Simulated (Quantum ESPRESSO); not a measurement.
# MgS (F-43m): zone-centre phonons

Which modes does MgS (F-43m) have at the zone centre?

Method: DFT LDA, scalar-relativistic, plane waves, JTH PAW pseudopotentials, in Quantum ESPRESSO 7.5.

## 1. Starting point

It takes space group F-43m (No. 216, cubic). Conventional cell: a = 5.666 Å, b = 5.666 Å, c = 5.666 Å, α = 90.00°, β = 90.00°, γ = 90.00°. Nearest to Mg lie 4 S at 2.45 Å. S has 4 Mg at 2.45 Å nearest. Farther neighbours and most contacts between anions are not listed.

## 2. A probe with smearing

A cheap run with smearing and empty bands tells whether the crystal has a gap, which decides between fixed occupations and smearing later on.

File probe.in:

```
 &control
    calculation='scf',
    prefix='x',
    outdir='./tmp',
    pseudo_dir='./pseudo',
    tprnfor=.true.,
    tstress=.true.,
    verbosity='high',
 /
 &system
    ibrav=2,
    celldm(1)=10.70764195,
    nat=2,
    ntyp=2,
    ecutwfc=60.0,
    ecutrho=480.0,
    occupations='smearing',
    smearing='gaussian',
    degauss=0.01,
 /
 &electrons
    conv_thr=1.0d-07,
    mixing_beta=0.7,
    electron_maxstep=100,
 /
ATOMIC_SPECIES
 Mg     24.3050  Mg.upf
 S      32.0600  S.upf
ATOMIC_POSITIONS crystal
 Mg     0.000000000   0.000000000   0.000000000
 S      0.750000000   0.750000000   0.750000000
K_POINTS automatic
 6 6 6 0 0 0
```

The run is started by

```bash
OMP_NUM_THREADS=1 mpirun -n 4 pw.x -nk 4 -in probe.in > probe.out
```

The program printed:

```text
[banners, grids, parts of the stress and lines that vanish by symmetry left out]
Program PWSCF v.7.5
     file Mg.upf: wavefunction(s)  3P renormalized
     file S.upf: wavefunction(s)  3S 0S 3P 0P renormalized
[...]
kinetic-energy cutoff     =      60.0000  Ry
     charge density cutoff     =     480.0000  Ry
     scf convergence threshold =      1.0E-07
[...]
Exchange-correlation= SLA PW NOGX NOGC
                           (   1   4   0   0   0   0   0)
[...]
24 Sym. Ops. (no inversion) found
[...]
(     0          1          0      )
                  (     0          0          1      )
[...]
(  0.0000000  1.0000000  0.0000000 )
                  (  0.0000000  0.0000000  1.0000000 )
[...]
(     1          0         -1      )
                  (     0          0         -1      )
[...]
(  0.0000000  1.0000000  0.0000000 )
[...]
(    -1          0          1      )
                  (    -1          0          0      )
[...]
(  0.0000000  0.0000000  1.0000000 )
                  (  0.0000000 -1.0000000  0.0000000 )
[...]
number of k points=    16  Gaussian smearing, width (Ry)=  0.0100
[...]
End of self-consistent calculation
[...]
the Fermi energy is     5.6941 ev
!    total energy              =    -203.76291983 Ry
[...]
convergence has been achieved in   6 iterations
[...]
atom    1 type  1   force =     0.00000000    0.00000000    0.00000000
     atom    2 type  2   force =     0.00000000    0.00000000    0.00000000
[...]
Total force =     0.000000     Total SCF correction =     0.000000
[...]
total   stress  (Ry/bohr**3)                   (kbar)     P=      -20.15
[...]
XML data file, charge density, pseudopotentials, collected wavefunctions

   JOB DONE.
```

The job ended after 3.1 s (4 MPI ranks of AMD EPYC 9R14 (Zen 4), shared host).

This step gave:

| Item | Value |
| --- | --- |
| volume per atom | 22.74 Å³ |
| pressure | -2.015 GPa |
| gap on the k-mesh | 3.167 eV |

A gap of 3.2 eV opens on this mesh, so the crystal is taken as an insulator; the start stands at -2.0 GPa.

## 3. Relaxing the cell and atoms

The relaxation runs at a cutoff a fifth above that of the response, since stress converges more slowly with the basis than frequencies do. Forces and stress are brought to rest with tight thresholds.

File relax.in:

```
 &control
    calculation='vc-relax',
    prefix='x',
    outdir='./tmp',
    pseudo_dir='./pseudo',
    tprnfor=.true.,
    tstress=.true.,
    forc_conv_thr=2.0d-05,
    etot_conv_thr=1.0d-07,
    nstep=40,
 /
 &system
    ibrav=2,
    celldm(1)=10.70764195,
    nat=2,
    ntyp=2,
    ecutwfc=72,
    ecutrho=576.0,
    occupations='fixed',
    nbnd=10,
 /
 &electrons
    conv_thr=1.0d-11,
    mixing_beta=0.7,
    electron_maxstep=100,
 /
 &ions
 /
 &cell
    press_conv_thr=0.2,
 /
ATOMIC_SPECIES
 Mg     24.3050  Mg.upf
 S      32.0600  S.upf
ATOMIC_POSITIONS crystal
 Mg     0.000000000   0.000000000   0.000000000
 S      0.750000000   0.750000000   0.750000000
K_POINTS automatic
 6 6 6 0 0 0
```

The run is started by

```bash
OMP_NUM_THREADS=1 mpirun -n 4 pw.x -nk 4 -in relax.in > relax.out
```

The program printed:

```text
[banners, grids, parts of the stress and lines that vanish by symmetry left out]
[banner, memory and clock lines left out]
Program PWSCF v.7.5

[...]
kinetic-energy cutoff     =      72.0000  Ry
     charge density cutoff     =     576.0000  Ry
     scf convergence threshold =      1.0E-11
[...]
energy convergence thresh.=      1.0E-07
     force convergence thresh. =      2.0E-05
     press convergence thresh. =      2.0E-01
     Exchange-correlation= SLA PW NOGX NOGC
                           (   1   4   0   0   0   0   0)
[...]
24 Sym. Ops. (no inversion) found
[...]
number of k points=    16
[...]
End of self-consistent calculation
[...]
highest occupied, lowest unoccupied level (ev):     3.3035    6.4706
!    total energy              =    -203.76301683 Ry
[...]
convergence has been achieved in   9 iterations
[...]
atom    1 type  1   force =     0.00000000    0.00000000    0.00000000
     atom    2 type  2   force =    -0.00000000    0.00000000   -0.00000000
     Total force =     0.000000     Total SCF correction =     0.000000
[...]
total   stress  (Ry/bohr**3)                   (kbar)     P=      -20.61
[...]
number of bfgs steps    =   0
[...]
CELL_PARAMETERS (alat= 10.70764195)
[...]
ATOMIC_POSITIONS (crystal)
Mg               0.0000000000        0.0000000000       -0.0000000000
S                0.7500000000        0.7500000000        0.7500000000
[...]
New effective cutoffs (rho, wfc):  579.77   72.47
[...]
End of self-consistent calculation
[...]
highest occupied, lowest unoccupied level (ev):     3.3954    6.6142
!    total energy              =    -203.76340519 Ry
[...]
convergence has been achieved in  12 iterations
[...]
atom    1 type  1   force =    -0.00000000    0.00000000   -0.00000000
     atom    2 type  2   force =     0.00000000   -0.00000000    0.00000000
     Total force =     0.000000     Total SCF correction =     0.000000
[...]
total   stress  (Ry/bohr**3)                   (kbar)     P=      -14.90
[...]
number of bfgs steps    =   1
[...]
CELL_PARAMETERS (alat= 10.70764195)
[...]
ATOMIC_POSITIONS (crystal)
Mg              -0.0000000000       -0.0000000000        0.0000000000
S                0.7500000000        0.7500000000        0.7500000000
[...]
New effective cutoffs (rho, wfc):  585.93   73.24
[...]
End of self-consistent calculation
[...]
highest occupied, lowest unoccupied level (ev):     3.5359    6.8336
!    total energy              =    -203.76374369 Ry
[...]
convergence has been achieved in  15 iterations
[...]
atom    1 type  1   force =    -0.00000000    0.00000000   -0.00000000
     atom    2 type  2   force =     0.00000000   -0.00000000    0.00000000
     Total force =     0.000000     Total SCF correction =     0.000000
[...]
total   stress  (Ry/bohr**3)                   (kbar)     P=       -5.82
[...]
number of bfgs steps    =   2
[...]
CELL_PARAMETERS (alat= 10.70764195)
[...]
ATOMIC_POSITIONS (crystal)
[...]
New effective cutoffs (rho, wfc):  589.86   73.73
[...]
End of self-consistent calculation
[...]
highest occupied, lowest unoccupied level (ev):     3.6261    6.9742
!    total energy              =    -203.76380083 Ry
[...]
convergence has been achieved in  15 iterations
[...]
atom    1 type  1   force =     0.00000000    0.00000000    0.00000000
     atom    2 type  2   force =    -0.00000000   -0.00000000    0.00000000
     Total force =     0.000000     Total SCF correction =     0.000000
[...]
total   stress  (Ry/bohr**3)                   (kbar)     P=        0.24
[...]
number of bfgs steps    =   3
[...]
CELL_PARAMETERS (alat= 10.70764195)
[...]
ATOMIC_POSITIONS (crystal)
[...]
New effective cutoffs (rho, wfc):  589.71   73.71
[...]
End of self-consistent calculation
[...]
highest occupied, lowest unoccupied level (ev):     3.6226    6.9687
!    total energy              =    -203.76380093 Ry
[...]
convergence has been achieved in  11 iterations
[...]
atom    1 type  1   force =     0.00000000    0.00000000    0.00000000
     atom    2 type  2   force =    -0.00000000   -0.00000000   -0.00000000
     Total force =     0.000000     Total SCF correction =     0.000000
[...]
total   stress  (Ry/bohr**3)                   (kbar)     P=       -0.00
[...]
bfgs converged in   5 scf cycles and   4 bfgs steps
[...]
End of BFGS Geometry Optimization
     Final enthalpy           =    -203.7638009263 Ry
     File ./tmp/x.bfgs deleted, as requested
[...]
CELL_PARAMETERS (alat= 10.70764195)
[...]
ATOMIC_POSITIONS (crystal)
Mg               0.0000000000       -0.0000000000        0.0000000000
S                0.7500000000        0.7500000000        0.7500000000
[...]
Final scf calculation at the relaxed structure.
[...]
kinetic-energy cutoff     =      72.0000  Ry
     charge density cutoff     =     576.0000  Ry
     scf convergence threshold =      1.0E-13
[...]
press convergence thresh. =      2.0E-01
     Exchange-correlation= SLA PW NOGX NOGC
                           (   1   4   0   0   0   0   0)
[...]
24 Sym. Ops. (no inversion) found
[...]
number of k points=    16
[...]
End of self-consistent calculation
[...]
highest occupied, lowest unoccupied level (ev):     3.6226    6.9687
!    total energy              =    -203.76379964 Ry
[...]
convergence has been achieved in  11 iterations
[...]
atom    1 type  1   force =    -0.00000000    0.00000000   -0.00000000
     atom    2 type  2   force =     0.00000000    0.00000000    0.00000000
     Total force =     0.000000     Total SCF correction =     0.000000
[...]
total   stress  (Ry/bohr**3)                   (kbar)     P=       -0.01
[...]
XML data file, charge density, pseudopotentials, collected wavefunctions
```

Elapsed: 15 s, on 4 MPI ranks; 61 s of CPU time.

Step by step:

```tsv
step	energy less that of the first step (eV)	largest force (eV/Å)	pressure (GPa)	volume (Å³)
1	0.0000	0.0000	-2.06	45.48
2	-0.0053	0.0000	-1.49	45.00
3	-0.0099	0.0000	-0.58	44.30
4	-0.0107	0.0000	0.02	43.85
5	-0.0107	0.0000	0.00	43.87
6	-0.0106	0.0000	0.00	43.87
```

```tsv
conventional cell, symmetrised	before	after	change
a (Å)	5.666	5.599	-1.2 %
b (Å)	5.666	5.599	-1.2 %
c (Å)	5.666	5.599	-1.2 %
volume (Å³/atom)	22.74	21.94	-3.5 %
```

Final coordinates:

```cif
data_structure
_symmetry_space_group_name_H-M 'P 1'
_symmetry_Int_Tables_number 1
_cell_length_a 3.9588
_cell_length_b 3.9588
_cell_length_c 3.9588
_cell_angle_alpha 60.000
_cell_angle_beta 60.000
_cell_angle_gamma 60.000
_cell_volume 43.87
loop_
_atom_site_label
_atom_site_type_symbol
_atom_site_fract_x
_atom_site_fract_y
_atom_site_fract_z
_atom_site_occupancy
Mg1 Mg 0.00000 0.00000 0.00000 1
S2 S 0.75000 0.75000 0.75000 1
```

The last row of the table of steps is pw.x's closing run on a basis chosen anew for the final cell, so its energy can jump.

This step gave:

```yaml
volume_per_atom: 21.94 Å³
pressure: -0.001 GPa
gap_on_the_k_mesh: 3.346 eV
```

The volume changes by -3.5 % from the cell with which this run began.

## 4. Ground state

The response is built on this ground state, so it is converged far tighter than an energy would need. With a gap, occupations are fixed, which also allows the response to an electric field.

File scf.in:

```
 &control
    calculation='scf',
    prefix='x',
    outdir='./tmp',
    pseudo_dir='./pseudo',
    tprnfor=.true.,
    tstress=.true.,
 /
 &system
    ibrav=2,
    celldm(1)=10.57983063,
    nat=2,
    ntyp=2,
    ecutwfc=60.0,
    ecutrho=480.0,
    occupations='fixed',
    nbnd=10,
 /
 &electrons
    conv_thr=1.0d-12,
    mixing_beta=0.7,
    electron_maxstep=100,
 /
ATOMIC_SPECIES
 Mg     24.3050  Mg.upf
 S      32.0600  S.upf
ATOMIC_POSITIONS crystal
 Mg     0.000000000   0.000000000   0.000000000
 S      0.750000000   0.750000000   0.750000000
K_POINTS automatic
 8 8 8 0 0 0
```

The run is started by

```bash
OMP_NUM_THREADS=1 mpirun -n 4 pw.x -nk 4 -in scf.in > scf.out
```

The program printed:

```text
[banners, grids, parts of the stress and lines that vanish by symmetry left out]
[banner, memory and clock lines left out]
Program PWSCF v.7.5

[...]
kinetic-energy cutoff     =      60.0000  Ry
     charge density cutoff     =     480.0000  Ry
     scf convergence threshold =      1.0E-12
[...]
Exchange-correlation= SLA PW NOGX NOGC
                           (   1   4   0   0   0   0   0)
[...]
24 Sym. Ops. (no inversion) found
[...]
number of k points=    29
[...]
End of self-consistent calculation
[...]
highest occupied, lowest unoccupied level (ev):     3.6219    6.9684
!    total energy              =    -203.76375294 Ry
[...]
convergence has been achieved in  10 iterations
[...]
atom    1 type  1   force =     0.00000000    0.00000000    0.00000000
     atom    2 type  2   force =     0.00000000    0.00000000    0.00000000
     Total force =     0.000000     Total SCF correction =     0.000000
[...]
total   stress  (Ry/bohr**3)                   (kbar)     P=       -0.40
[...]
XML data file, charge density, pseudopotentials, collected wavefunctions
```

The job ended after 3.9 s (4 MPI ranks).

Read from the output:

```
pressure : -0.04 GPa
```

The cell stands at -0.04 GPa, close enough for phonons.

[end of part 1 of 2]

[Host names and launcher messages were left out of these logs when they were recorded.]

[Logs are printed without paths, hosts, clocks, repeated set-up lines and the standing remarks that a program may print on its own settings, such as how far it seeks lower states.]

[Hosts, paths, dates, database ids (printed as entryN), source tags and the programs' standing remarks are cut or masked in the printed files.]
